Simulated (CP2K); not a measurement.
Two runs for the C K edge of protonated formaldehyde. Run A: CP2K XAS_TDP, all-electron GAPW, PBEh(45%), aug-cc-pVTZ, TDA, no relativity. Run B differs in one setting.

First lines with a strength over 0.0015. A:

```
                    atom  energy (eV)  states  strength, one atom
C1 (bonded to O and 2 H)       280.42       1              0.0880
                               288.56       1              0.0206
                               289.95       1              0.0090
                               290.14       1              0.0372
                               292.00       1              0.0041
```

B:

```
                    atom  energy (eV)  states  strength, one atom
C1 (bonded to O and 2 H)       275.80       1              0.0745
                               282.14       1              0.0100
                               283.79       1              0.0035
                               284.23       1              0.0281
                               285.51       1              0.0023
```

Which was it: the functional, the basis, GW2X switched on, scalar relativity switched on?

The functional (functional from PBEh(45%) to PBE0; the lines alone don't name the new value). A functional moves all lines by electronvolts and changes their spacings and strengths. Against PBEh(45%) in aug-cc-pVTZ, the leading line moves by -4.62 eV, to 275.80 eV; the strength of C1's goes from 0.0880 to 0.0745. The next line of C1 over the strength cut lies 6.34 eV higher, against 8.14.

[Banner, clock and machine lines of the logs are left out without a mark of their own.]

[Logs are printed without paths, hosts, clocks, repeated set-up lines and the standing remarks that a program may print on its own settings, such as how far it seeks lower states.]

[Hosts, paths, dates, database ids (printed as entryN), source tags and the programs' standing remarks are cut or masked in the printed files.]
